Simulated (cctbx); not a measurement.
# A crystallographic session in cctbx: Ba2TbInS5

Library: cctbx 2025.11. The data are simulated by the first script.

## 1. Simulate the data

run.py:

```python
from cctbx import adptbx, crystal, miller, sgtbx, xray
from cctbx.array_family import flex
from iotbx.shelx import hklf
from scitbx import matrix
import scitbx.random

cs = crystal.symmetry(unit_cell=(4.125, 18.164, 12.935, 90, 90, 90), space_group_symbol='Hall: C 2c -2')  # Cmc2_1
atoms = [  # label, site, U (iso, or U11 U22 U33 U12 U13 U23 in A^2), occupancy
    ("Tb1", (0, 0.2096, 0.5185), (0.0094, 0.0093, 0.0081, 0.0000, 0.0000, 0.0003), 1),
    ("Ba1", (0, 0.117, 0.1808), (0.0078, 0.0085, 0.0093, 0.0000, 0.0000, -0.0003), 1),
    ("Ba2", (0, 0.1338, 0.8142), (0.0098, 0.0094, 0.0092, 0.0000, 0.0000, 0.0006), 1),
    ("In1", (0, 0.4457, 0.9388), (0.0087, 0.0097, 0.0094, 0.0000, 0.0000, 0.0001), 1),
    ("S1", (0, 0.0447, 0.5506), (0.0117, 0.0127, 0.0119, 0.0000, 0.0000, 0.0017), 1),
    ("S2", (0.5, 0.0042, 0.7667), (0.0119, 0.0122, 0.0151, 0.0000, 0.0000, -0.0011), 1),
    ("S3", (0, 0.3152, 0.8638), (0.0129, 0.0129, 0.0133, 0.0000, 0.0000, -0.0000), 1),
    ("S4", (0, 0.2926, 0.1616), (0.0125, 0.0120, 0.0173, 0.0000, 0.0000, -0.0015), 1),
    ("S5", (0, 0.3584, 0.4977), (0.0150, 0.0150, 0.0156, 0.0000, 0.0000, 0.0004), 1),
]
xs = xray.structure(crystal_symmetry=cs)
for label, site, u, occ in atoms:
    u = adptbx.u_cif_as_u_star(cs.unit_cell(), u) if isinstance(u, tuple) else u
    xs.add_scatterer(xray.scatterer(label, site=site, u=u, occupancy=occ))
xs.set_inelastic_form_factors(0.71073, "sasaki")
xs.show_summary()
p1 = xs.expand_to_p1()
ms = miller.build_set(p1, anomalous_flag=True, d_min=0.77)
flex.set_random_seed(998786)
scitbx.random.set_random_seed(998786)
ms = ms.select(flex.random_double(ms.size()) < 0.9)
i = ms.structure_factors_from_scatterers(p1, algorithm="direct").f_calc().as_intensity_array().data()
i = i * 20000 / flex.max(i)
sig = flex.sqrt(i + flex.pow2(0.03 * i) + 2 ** 2)
noise = scitbx.random.variate(scitbx.random.normal_distribution())(i.size())
data = ms.array(data=i + sig * noise, sigmas=sig).set_observation_type_xray_intensity()
with open("data.hkl", "w") as f:
    data.export_as_shelx_hklf(f)
print("reflections written:", data.size(), " <I/sigma> = %.1f" % flex.mean(data.data() / data.sigmas()))
for h, a, b in list(data.sort("data"))[:12]:
    print("%4d%4d%4d %9.1f %7.1f" % (h + (a, b)))
```

```console
$ python run.py
```

```text
Number of scatterers: 9
At special positions: 9
Unit cell: (4.125, 18.164, 12.935, 90, 90, 90)
Space group: C m c 21 (No. 36)
reflections written: 7980  <I/sigma> = 8.4
  -2   0   0   20639.0   616.4
   2   0   0   18906.5   616.4
   0  -6   1   11175.6   332.0
   0  -6  -1   10391.3   332.0
   0   6  -1   10133.8   332.0
   0   6   1   10128.2   332.0
   1   1  -3    9373.2   280.1
  -1   1   3    8995.3   280.7
  -1  -1   3    8824.8   280.7
   1  -1  -3    8738.3   280.1
   1  -1   3    8709.9   280.7
  -1  -1  -3    8706.5   280.1
```

It took 0.3 s on 1 thread of Arm Neoverse V2, with other jobs on the host, peak memory 0.07 GiB.

## 2. Refinement (refined in the given hand)

run.py:

```python
import math
from cctbx import adptbx, crystal, maptbx, sgtbx, xray
from cctbx.array_family import flex
from cctbx.xray import observations
from iotbx.shelx import hklf
from scitbx.lstbx import normal_eqns_solving
from smtbx import absolute_structure, utils
from smtbx.refinement import constraints, least_squares

cs = crystal.symmetry(unit_cell=(4.125, 18.164, 12.935, 90, 90, 90), space_group_symbol='Hall: C 2c -2')  # Cmc2_1
atoms = [  # label, site, U (iso, or U11 U22 U33 U12 U13 U23 in A^2), occupancy
    ("Tb1", (0, 0.2109, 0.5184), 0.0200, 1),
    ("Ba1", (0, 0.1178, 0.18), 0.0200, 1),
    ("Ba2", (0, 0.1337, 0.8128), 0.0200, 1),
    ("In1", (0, 0.4482, 0.9379), 0.0200, 1),
    ("S1", (0, 0.047, 0.551), 0.0200, 1),
    ("S2", (0.5, 0.005, 0.7656), 0.0200, 1),
    ("S3", (0, 0.3166, 0.8651), 0.0200, 1),
    ("S4", (0, 0.2939, 0.1635), 0.0200, 1),
    ("S5", (0, 0.3586, 0.4947), 0.0200, 1),
]
xs = xray.structure(crystal_symmetry=cs)
for label, site, u, occ in atoms:
    u = adptbx.u_cif_as_u_star(cs.unit_cell(), u) if isinstance(u, tuple) else u
    xs.add_scatterer(xray.scatterer(label, site=site, u=u, occupancy=occ))
xs.set_inelastic_form_factors(0.71073, "sasaki")
xs.convert_to_anisotropic()
raw = hklf.reader(file_name="data.hkl").as_miller_arrays(crystal_symmetry=cs, anomalous=True)[0]
merged = raw.eliminate_sys_absent().merge_equivalents()
fo2 = merged.array().set_observation_type_xray_intensity()
print("Rint %.3f, %d unique reflections to %.2f A" % (merged.r_int(), fo2.size(), fo2.d_min()))
for sc in xs.scatterers():
    sc.flags.set_grad_site(True)
    sc.flags.set_grad_u_aniso(sc.flags.use_u_aniso())
    sc.flags.set_grad_u_iso(sc.flags.use_u_iso())
obs = fo2.as_xray_observations()
extra = {}
rep = constraints.reparametrisation(xs, [], utils.connectivity_table(xs), **extra)
ls = least_squares.crystallographic_ls(obs, rep, weighting_scheme=least_squares.mainstream_shelx_weighting(a=0, b=0))
print("cycle     R1     wR2    GooF  max shift (A)")
for cycle in range(8):
    ls.build_up()
    r1, wr2, goof = ls.r1_factor(cutoff_factor=2)[0], ls.wR2(), ls.goof()
    old = xs.sites_cart()
    normal_eqns_solving.levenberg_marquardt_iterations(ls, n_max_iterations=3, tau=1e-06, step_threshold=1e-7)
    big = flex.max((xs.sites_cart() - old).norms())
    print("%4d %7.4f %7.4f %7.3f %9.5f" % (cycle + 1, r1, wr2, goof, big))
    ls.build_up(objective_only=True)
    if abs(ls.wR2() - wr2) < 5e-5 and big < 5e-4:
        break
ls.build_up()
print("final R1 %.4f wR2 %.4f GooF %.3f  parameters %d  data/parameter %.1f" % (ls.r1_factor(cutoff_factor=2)[0], ls.wR2(), ls.goof(), ls.n_parameters, fo2.size() / ls.n_parameters))
cov = ls.covariance_matrix_and_annotations()
su = dict(zip(cov.annotations, (math.sqrt(max(v, 0)) for v in cov.matrix.matrix_packed_u_diagonal())))
a2 = cs.unit_cell().reciprocal_parameters()[0] ** -2
print("atom        x        y        z      Ueq    occ   su(xyz)  su(Uiso or U11)")
for sc in xs.scatterers():
    s = max(su.get(sc.label + k, 0) for k in (".x", ".y", ".z"))
    npd = "" if sc.is_positive_definite_u(cs.unit_cell()) else "  NPD"
    print("%-5s %8.5f %8.5f %8.5f %8.4f %6.3f %8.5f %7.4f%s" % ((sc.label,) + sc.site + (sc.u_iso_or_equiv(cs.unit_cell()), sc.occupancy, s, su.get(sc.label + ".uiso", su.get(sc.label + ".u11", 0) * a2), npd)))
fc = fo2.structure_factors_from_scatterers(xs, algorithm="direct").f_calc()
absolute_structure.flack_analysis(xs, fo2.as_xray_observations()).show()
h = absolute_structure.hooft_analysis(fo2, fc, scale_factor=ls.scale_factor())
print("Hooft y: %.3f(%.0f)  Bijvoet pairs: %d" % (h.hooft_y, 1000 * h.sigma_y, h.n_bijvoet_pairs))
fo = fo2.f_sq_as_f()
fc = fo.structure_factors_from_scatterers(xs, algorithm="direct").f_calc()
diff = fo.f_obs_minus_f_calc(1 / math.sqrt(ls.scale_factor()), fc).average_bijvoet_mates()
m = diff.fft_map(symmetry_flags=maptbx.use_space_group_symmetry, resolution_factor=0.25).apply_volume_scaling()
print("difference map: max %.2f min %.2f rms %.2f" % (m.statistics().max(), m.statistics().min(), m.statistics().sigma()))
peaks = m.peak_search(parameters=maptbx.peak_search_parameters(min_distance_sym_equiv=0.6, max_clusters=6)).all()
near = xs.closest_distances(peaks.sites(), distance_cutoff=4)
sps = cs.special_position_settings(min_distance_sym_equiv=0.5)
for k, (x, h) in enumerate(zip(peaks.sites(), peaks.heights())):
    ss = sps.site_symmetry(x)
    print("Q%-3d %7.4f %7.4f %7.4f %4d %7.2f  %.2f A from %s" % ((k + 1,) + tuple(t % 1 for t in ss.exact_site()) + (ss.multiplicity(), h, near.smallest_distances[k], xs.scatterers()[near.i_seqs[k]].label)))
```

```console
$ python run.py
```

```text
Rint 0.030, 1260 unique reflections to 0.77 A
cycle     R1     wR2    GooF  max shift (A)
   1  0.1019  0.2304   7.106   0.04488
   2  0.0128  0.0300   0.925   0.00015
final R1 0.0128 wR2 0.0300 GooF 0.925  parameters 54  data/parameter 23.3
atom        x        y        z      Ueq    occ   su(xyz)  su(Uiso or U11)
Tb1    0.00000  0.20960  0.51781   0.0089  1.000  0.00002  0.0001
Ba1    0.00000  0.11700  0.18012   0.0085  1.000  0.00002  0.0001
Ba2    0.00000  0.13382  0.81353   0.0095  1.000  0.00003  0.0001
In1    0.00000  0.44574  0.93816   0.0092  1.000  0.00003  0.0002
S1     0.00000  0.04467  0.54990   0.0118  1.000  0.00012  0.0006
S2     0.50000  0.00431  0.76605   0.0124  1.000  0.00013  0.0005
S3     0.00000  0.31523  0.86282   0.0131  1.000  0.00012  0.0007
S4     0.00000  0.29267  0.16099   0.0142  1.000  0.00014  0.0007
S5     0.00000  0.35835  0.49694   0.0150  1.000  0.00013  0.0006
Flack x: -0.011(9)
Hooft y: -0.003(11)  Bijvoet pairs: 601
difference map: max 0.48 min -0.45 rms 0.11
Q1    0.0000  0.3944  0.1137    4    0.49  1.95 A from S4
Q2    0.0000  0.1761  0.9956    4    0.48  2.16 A from S5
Q3    0.0000  0.1431  0.3497    4    0.46  2.20 A from S3
Q4    0.0000  0.0237  0.4850    4    0.45  0.92 A from S1
Q5    0.0000  0.4313  0.3825    4    0.41  1.91 A from S2
Q6    0.1880  0.1104  0.2044    8    0.41  0.85 A from Ba1
```

Time: 0.48 s.

## 3. Refinement

run.py, as its changes from the last script of this kind:

```diff
@@ -12,9 +12,9 @@
-    ("Tb1", (0, 0.2109, 0.5184), 0.0200, 1),
-    ("Ba1", (0, 0.1178, 0.18), 0.0200, 1),
-    ("Ba2", (0, 0.1337, 0.8128), 0.0200, 1),
-    ("In1", (0, 0.4482, 0.9379), 0.0200, 1),
-    ("S1", (0, 0.047, 0.551), 0.0200, 1),
-    ("S2", (0.5, 0.005, 0.7656), 0.0200, 1),
-    ("S3", (0, 0.3166, 0.8651), 0.0200, 1),
-    ("S4", (0, 0.2939, 0.1635), 0.0200, 1),
-    ("S5", (0, 0.3586, 0.4947), 0.0200, 1),
+    ("Tb1", (0, 0.7904, 0.48219), 0.0089, 1),
+    ("Ba1", (0, 0.883, 0.81988), 0.0085, 1),
+    ("Ba2", (0, 0.86618, 0.18647), 0.0095, 1),
+    ("In1", (0, 0.55426, 0.06184), 0.0092, 1),
+    ("S1", (0, 0.95533, 0.4501), 0.0118, 1),
+    ("S2", (0.5, 0.99569, 0.23395), 0.0124, 1),
+    ("S3", (0, 0.68477, 0.13718), 0.0131, 1),
+    ("S4", (0, 0.70733, 0.83901), 0.0142, 1),
+    ("S5", (0, 0.64165, 0.50306), 0.0150, 1),
```

```console
$ python run.py
```

```text
Rint 0.030, 1260 unique reflections to 0.77 A
cycle     R1     wR2    GooF  max shift (A)
   1  0.0369  0.0958   2.955   0.00586
   2  0.0367  0.0946   2.916   0.00001
final R1 0.0367 wR2 0.0946 GooF 2.916  parameters 54  data/parameter 23.3
atom        x        y        z      Ueq    occ   su(xyz)  su(Uiso or U11)
Tb1    0.00000  0.79039  0.48216   0.0089  1.000  0.00006  0.0004
Ba1    0.00000  0.88298  0.81987   0.0085  1.000  0.00008  0.0004
Ba2    0.00000  0.86618  0.18646   0.0094  1.000  0.00008  0.0005
In1    0.00000  0.55430  0.06191   0.0094  1.000  0.00009  0.0005
S1     0.00000  0.95539  0.44977   0.0119  1.000  0.00039  0.0020
S2     0.50000  0.99568  0.23440   0.0127  1.000  0.00041  0.0017
S3     0.00000  0.68505  0.13701   0.0130  1.000  0.00037  0.0021
S4     0.00000  0.70751  0.83903   0.0155  1.000  0.00045  0.0022
S5     0.00000  0.64175  0.50305   0.0156  1.000  0.00042  0.0020
Flack x: 1.009(10)
Hooft y: 1.012(11)  Bijvoet pairs: 601
difference map: max 1.87 min -0.57 rms 0.13
Q1    0.0000  0.2094  0.9805    4    1.93  0.02 A from Tb1
Q2    0.0000  0.1161  0.3232    4    0.90  0.05 A from Ba1
Q3    0.0000  0.0199  0.0145    4    0.63  0.95 A from S1
Q4    0.0000  0.1344  0.6854    4    0.62  0.02 A from Ba2
Q5    0.0000  0.1349  0.1430    4    0.57  2.26 A from S3
Q6    0.0000  0.3157  0.2948    4    0.56  0.71 A from S4
```

Time: 0.5 s.

This run holds a fault made on purpose: the structure inverted.

## 4. Simulate the data

run.py, as its changes from the last script of this kind:

```diff
@@ -23 +23 @@
-xs.set_inelastic_form_factors(0.71073, "sasaki")
+xs.set_inelastic_form_factors(1.54184, "sasaki")
@@ -26,3 +26,3 @@
-ms = miller.build_set(p1, anomalous_flag=True, d_min=0.77)
-flex.set_random_seed(998786)
-scitbx.random.set_random_seed(998786)
+ms = miller.build_set(p1, anomalous_flag=True, d_min=0.83)
+flex.set_random_seed(429005)
+scitbx.random.set_random_seed(429005)
@@ -31,2 +31,3 @@
-i = i * 20000 / flex.max(i)
-sig = flex.sqrt(i + flex.pow2(0.03 * i) + 2 ** 2)
+i = i / flex.sqrt(1 + 0.1 * i / flex.max(i))  # extinction
+i = i * 70000 / flex.max(i)
+sig = flex.sqrt(i + flex.pow2(0.06 * i) + 15 ** 2)
```

```console
$ python run.py
```

```text
Number of scatterers: 9
At special positions: 9
Unit cell: (4.125, 18.164, 12.935, 90, 90, 90)
Space group: C m c 21 (No. 36)
reflections written: 6306  <I/sigma> = 7.0
   2   0   0   78146.7  4208.4
  -2   0   0   68120.4  4208.4
   0   6   1   36814.2  2205.1
   0  -6  -1   36250.1  2182.0
   0  -6   1   35732.1  2205.1
   0   6  -1   34688.7  2182.0
  -1  -1   3   30927.6  1830.6
   1  -1   3   30392.3  1830.6
   1  -1  -3   28996.7  1790.1
   4   0   0   28305.7  1674.2
  -1   1   3   27792.6  1830.6
  -2   6   1   23186.2  1353.5
```

Time: 0.29 s.

## 5. Refinement (refined in the given hand)

run.py, as its changes from the last script of this kind:

```diff
@@ -12,9 +12,9 @@
-    ("Tb1", (0, 0.7904, 0.48219), 0.0089, 1),
-    ("Ba1", (0, 0.883, 0.81988), 0.0085, 1),
-    ("Ba2", (0, 0.86618, 0.18647), 0.0095, 1),
-    ("In1", (0, 0.55426, 0.06184), 0.0092, 1),
-    ("S1", (0, 0.95533, 0.4501), 0.0118, 1),
-    ("S2", (0.5, 0.99569, 0.23395), 0.0124, 1),
-    ("S3", (0, 0.68477, 0.13718), 0.0131, 1),
-    ("S4", (0, 0.70733, 0.83901), 0.0142, 1),
-    ("S5", (0, 0.64165, 0.50306), 0.0150, 1),
+    ("Tb1", (0, 0.2104, 0.517), 0.0200, 1),
+    ("Ba1", (0, 0.1181, 0.1829), 0.0200, 1),
+    ("Ba2", (0, 0.1333, 0.8172), 0.0200, 1),
+    ("In1", (0, 0.4472, 0.9391), 0.0200, 1),
+    ("S1", (0, 0.0449, 0.5486), 0.0200, 1),
+    ("S2", (0.5, 0.0034, 0.764), 0.0200, 1),
+    ("S3", (0, 0.3164, 0.8605), 0.0200, 1),
+    ("S4", (0, 0.2939, 0.1603), 0.0200, 1),
+    ("S5", (0, 0.3581, 0.4975), 0.0200, 1),
@@ -26 +26 @@
-xs.set_inelastic_form_factors(0.71073, "sasaki")
+xs.set_inelastic_form_factors(1.54184, "sasaki")
```

```console
$ python run.py
```

```text
Rint 0.041, 1009 unique reflections to 0.83 A
cycle     R1     wR2    GooF  max shift (A)
   1  0.0967  0.2364   5.697   0.05892
   2  0.0165  0.0390   0.939   0.00002
final R1 0.0165 wR2 0.0390 GooF 0.939  parameters 54  data/parameter 18.7
atom        x        y        z      Ueq    occ   su(xyz)  su(Uiso or U11)
Tb1    0.00000  0.20960  0.51904   0.0090  1.000  0.00003  0.0002
Ba1    0.00000  0.11698  0.18139   0.0085  1.000  0.00003  0.0002
Ba2    0.00000  0.13381  0.81474   0.0093  1.000  0.00003  0.0002
In1    0.00000  0.44576  0.93936   0.0093  1.000  0.00003  0.0002
S1     0.00000  0.04461  0.55105   0.0114  1.000  0.00014  0.0009
S2     0.50000  0.00408  0.76735   0.0131  1.000  0.00016  0.0008
S3     0.00000  0.31526  0.86476   0.0127  1.000  0.00014  0.0008
S4     0.00000  0.29267  0.16225   0.0137  1.000  0.00016  0.0008
S5     0.00000  0.35834  0.49804   0.0157  1.000  0.00016  0.0008
Flack x: -0.007(4)
Hooft y: -0.003(6)  Bijvoet pairs: 478
difference map: max 0.67 min -0.59 rms 0.14
Q1    0.0000  0.2326  0.9830    4    0.67  2.14 A from S3
Q2    0.0000  0.1348  0.7292    4    0.60  1.11 A from Ba2
Q3    0.0000  0.0593  0.2334    4    0.54  1.24 A from Ba1
Q4    0.0000  0.1406  0.6190    4    0.53  1.80 A from Tb1
Q5    0.0000  0.4639  0.6022    4    0.52  2.26 A from S2
Q6    0.0000  0.3549  0.1372    4    0.48  1.18 A from S4
```

Time: 0.47 s.

## 6. Simulate the data

run.py, as its changes from the last script of this kind:

```diff
@@ -27,2 +27,2 @@
-flex.set_random_seed(429005)
-scitbx.random.set_random_seed(429005)
+flex.set_random_seed(157715)
+scitbx.random.set_random_seed(157715)
@@ -31,3 +31,6 @@
-i = i / flex.sqrt(1 + 0.1 * i / flex.max(i))  # extinction
-i = i * 70000 / flex.max(i)
-sig = flex.sqrt(i + flex.pow2(0.06 * i) + 15 ** 2)
+law = matrix.sqr((-1, 0, 0, 0, -1, 0, 0, 0, -1))
+mate = flex.miller_index([tuple(matrix.row(h) * law) for h in ms.indices()])
+i2 = ms.customized_copy(indices=mate).structure_factors_from_scatterers(p1, algorithm="direct").f_calc().as_intensity_array().data()
+i = (1 - 0.5) * i + 0.5 * i2
+i = i * 20000 / flex.max(i)
+sig = flex.sqrt(i + flex.pow2(0.02 * i) + 4 ** 2)
```

```console
$ python run.py
```

```text
Number of scatterers: 9
At special positions: 9
Unit cell: (4.125, 18.164, 12.935, 90, 90, 90)
Space group: C m c 21 (No. 36)
reflections written: 6325  <I/sigma> = 9.8
   2   0   0   19900.5   424.3
  -2   0   0   19718.2   424.3
   0  -6   1   10649.8   227.1
   0  -6  -1   10352.6   227.1
   0   6   1   10259.6   227.1
   0   6  -1   10065.7   227.1
   1  -1  -3    8899.7   190.4
   1   1   3    8632.1   190.4
  -1  -1   3    8624.1   190.4
   1  -1   3    8491.1   190.4
  -1   1  -3    8373.0   190.4
   1   1  -3    8306.5   190.4
```

Run time: 0.31 s on 1 thread of Arm Neoverse V2 (shared host), peak memory 0.07 GiB.

[Logs are printed without paths, hosts, clocks, repeated set-up lines and the standing remarks that a program may print on its own settings, such as how far it seeks lower states.]
